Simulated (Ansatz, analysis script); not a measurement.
# Magnetovolume effects in Fe, part 2 of 2

Wanted: energy and moment of Fe against volume, with typed moments, small moments and no spin.

Ansatz 0.2.0; PBE, PAW set soft_1.

So far, largest spin moment in the atom's sphere (μB): step 2 (starting state) 2.33; step 4 (factor 0.82, typed moments) 1.98; step 5 (factor 0.82, starting moments cut to 30 %) 1.98; step 6 (factor 0.94, starting moments cut to 30 %) 2.20.

The database entry behind the starting cell differs from later determinations by our own check (an axis about 0.7 % long against later determinations), so it need not match the best structure at ambient conditions.

**8. Factor 1.06, no spin**

Level of this step: Ansatz DFT without spin polarisation; PBE, PAW set soft_1; PAW set soft_1 (Ansatz).

File input.yaml:

```yaml
crystal:
  lattice:
    - [-1.4713013, 1.4713013, 1.4713013]
    - [1.4713013, -1.4713013, 1.4713013]
    - [1.4713013, 1.4713013, -1.4713013]
  atoms:
    - { symbol: Fe, position: [0.0, 0.0, 0.0] }
kpoints:
  mp_grid: { grid: [20, 20, 20] }
hamiltonian:
  xc: pbe
  pseudopotentials: { kind: paw, azcp: { folder: soft_1 } }
scf:
  occupations: { method: fermi_dirac, width: 0.05 }
  max_iter: 120
  convergence: { dr2_threshold: 1.0e-08 }
basis:
  ecutwfc: 420.0
output:
  stress: true
```

On the command line:

```console
$ ansatz run input.yaml --threads 1 --pin off --max-ram 2560MiB --backend cpu --events-out ev --progress --plain --runs-dir out
```

Numbers of over 12 decimals in the logs are rounded to 6 here.

The program printed:

```text
[...]
Crystal: 1 atoms, lattice volume = 12.740 Å³
Basis set: ecut = 420 eV, 249 PW (Γ)
Bands: 12, of which v1, the nominal top of the filled ones, is band 8 counted from 1 (7 counted from 0)
Symmetry: 48 space group operations
[...]
k-points: 256 of 8000
[...]
SCF iter   1: F=—  HF=-4479.843287 eV  |F-HF|=—  |Δ(HF+E_count)|=         —  Δρ=7.04e-2  dr2=3.85e-1  ethr=3.10e-3  ⟨swp⟩=4.5  Hψ=15215  notcnv=0
[...]
SCF iter   6: F=-4479.746022 eV  HF=-4479.746022 eV  |F-HF|=2.46e-11  |Δ(HF+E_count)|=   1.04e-9  Δρ=8.27e-7  dr2=5.49e-11  ethr=1.14e-11  ⟨swp⟩=4.3  Hψ=10711  notcnv=0
SCF 1 converged in 6 iterations: F = -4479.746022 eV  dr2 = 5.49e-11
[...]
SCF converged after 6 iterations
Free energy (F): -4479.746022 eV
[...]
Internal energy: -4479.709241 eV  (E = F + TS)
E sigma→0 (E₀):  -4479.727632 eV
Entropy (-TS):   -0.036781 eV (-36.781 meV/atom)
Fermi energy:    16.034806 eV
[...]
--- Stress (GPa, compression-positive) ---
      -33.079060      -0.000000      -0.000000
        0.000000     -33.079060       0.000000
        0.000000       0.000000     -33.079060
  P = ⅓ Tr σ = -33.0791 GPa (-330.791 kbar)
```

Wall time 2.5 s (1 thread of Arm Neoverse V1, shared host); peak memory 0.3 GiB.

This is the reference without moments at this size.

**9. Factor 1.2, no spin**

input.yaml, the sections that differ from step 8:

```yaml
crystal:
  lattice:
    - [-1.53341632, 1.53341632, 1.53341632]
    - [1.53341632, -1.53341632, 1.53341632]
    - [1.53341632, 1.53341632, -1.53341632]
  atoms:
    - { symbol: Fe, position: [0.0, 0.0, 0.0] }
# kpoints, hamiltonian, scf, basis, output: as in step 8
```

The program printed:

```text
[...]
Crystal: 1 atoms, lattice volume = 14.422 Å³
Basis set: ecut = 420 eV, 321 PW (Γ)
Bands: 12, of which v1, the nominal top of the filled ones, is band 8 counted from 1 (7 counted from 0)
Symmetry: 48 space group operations
[...]
k-points: 256 of 8000
[...]
SCF iter   1: F=—  HF=-4479.398066 eV  |F-HF|=—  |Δ(HF+E_count)|=         —  Δρ=4.78e-2  dr2=1.80e-1  ethr=3.10e-3  ⟨swp⟩=4.2  Hψ=15102  notcnv=0
[...]
SCF iter   6: F=-4479.352215 eV  HF=-4479.352215 eV  |F-HF|=4.37e-10  |Δ(HF+E_count)|=   2.21e-9  Δρ=1.55e-6  dr2=2.68e-10  ethr=6.25e-11  ⟨swp⟩=4.1  Hψ=10626  notcnv=0
SCF 1 converged in 6 iterations: F = -4479.352215 eV  dr2 = 2.68e-10
[...]
SCF converged after 6 iterations
Free energy (F): -4479.352215 eV
[...]
Internal energy: -4479.307871 eV  (E = F + TS)
E sigma→0 (E₀):  -4479.330043 eV
Entropy (-TS):   -0.044344 eV (-44.344 meV/atom)
Fermi energy:    13.662420 eV
[...]
--- Stress (GPa, compression-positive) ---
      -40.488861       0.000000      -0.000000
       -0.000000     -40.488861      -0.000000
        0.000000       0.000000     -40.488861
  P = ⅓ Tr σ = -40.4889 GPa (-404.889 kbar)
```

The job ended after 2.6 s (1 thread; peak memory 0.3 GiB).

This is the reference without moments at this size.

The other 21 runs of this kind were made alike; their results stand in the table below.

**10. Other settings**

A test of how the program answers to a changed input.

input.yaml, the sections that differ from step 9:

```yaml
crystal:
  lattice:
    - [-1.3506338, 1.3506338, 1.3506338]
    - [1.3506338, -1.3506338, 1.3506338]
    - [1.3506338, 1.3506338, -1.3506338]
  atoms:
    - { symbol: Fe, position: [0.0, 0.0, 0.0], spin: 2.8 }
magnetization:
  spin_polarized: true
  noncollinear: true
scf:
  occupations: { method: fermi_dirac, width: 0.05 }
  max_iter: 50
  convergence: { dr2_threshold: 1.0e-08 }
  lower_state_search: "off"
# kpoints, hamiltonian, basis, output: as in step 9
```

On the command line:

```console
$ ansatz run input.yaml --threads 2 --pin off --max-ram 5120MiB --backend cpu --events-out ev --progress --plain --runs-dir out
```

The program printed:

```text
Error: inconsistent input (magnetization.noncollinear, magnetization.spin_polarized): are mutually exclusive — non-collinear runs carry the full vector magnetisation; drop spin_polarized
```

The job ended after 0.02 s (2 threads; peak memory 0.032 GiB).

The input was rejected at the start.

The program's message: “Error: inconsistent input (magnetization.noncollinear, magnetization.spin_polarized): are mutually exclusive — non-collinear runs carry the full vector magnetisation; drop spin_polarized”

The change that led to it: magnetization.

**11. The curves**

| factor | E typed (meV/atom) | E small | E no spin | largest moment, typed (μB) | small | state, typed | state, small |
| --- | --- | --- | --- | --- | --- | --- | --- |
| 0.82 | 156.1 | 156.1 | 504.1 | 1.98 | 1.98 | ferromagnetic | ferromagnetic |
| 0.88 | 35.4 | 35.4 | 467.8 | 2.09 | 2.09 | ferromagnetic | ferromagnetic |
| 0.94 | 0.0 | 0.0 | 511.9 | 2.20 | 2.20 | ferromagnetic | ferromagnetic |
| 0.97 | 4.4 | 4.4 | 555.6 | 2.27 | 2.27 | ferromagnetic | ferromagnetic |
| 1 | 20.6 | 20.6 | 610.4 | 2.32 | 2.32 | ferromagnetic | ferromagnetic |
| 1.03 | 46.5 | 46.5 | 674.3 | 2.38 | 2.38 | ferromagnetic | ferromagnetic |
| 1.06 | 78.3 | 78.3 | 745.6 | 2.52 | 2.52 | ferromagnetic | ferromagnetic |
| 1.12 | 150.5 | 150.5 | 904.7 | 2.70 | 2.70 | ferromagnetic | ferromagnetic |
| 1.2 | 274.2 | 274.2 | 1139.4 | 2.77 | 2.77 | ferromagnetic | ferromagnetic |

**12. Outcome**

| Quantity | Value |
| --- | --- |
| lowest run | factor 0.94, typed moments |
| largest moment, typed start | 1.98 μB at 0.82 to 2.77 μB at 1.2 |
| gain by magnetism | 348.0 to 865.2 meV/atom |

**Reading.** From a factor of 0.82 to 1.2 the largest moment goes from 2.0 to 2.77 μB. The moment grows with the cell, as narrower bands favour. Site moments are taken in spheres that grow with the cell. Both magnetic starts, which share one pattern of signs, end on one state at every size; other orders were not tried. Without spin the lowest energy lies at 0.88, under the magnetic state's 0.94: moments expand the cell. The cell's shape and the atoms were not relaxed. The 27 scaled-cell runs took 3.2 min of wall time, added up.

[Logs and program files are shortened in this print: banners, set-up blocks, solver, clock and traceback lines can be left out without a mark of their own.]

[Logs are printed without paths, hosts, clocks, repeated set-up lines and the standing remarks that a program may print on its own settings, such as how far it seeks lower states.]

[Hosts, paths, dates, database ids (printed as entryN), source tags and the programs' standing remarks are cut or masked in the printed files.]

[Where the input sets lower_state_search to off, the program did not look for lower states, so one may exist.]
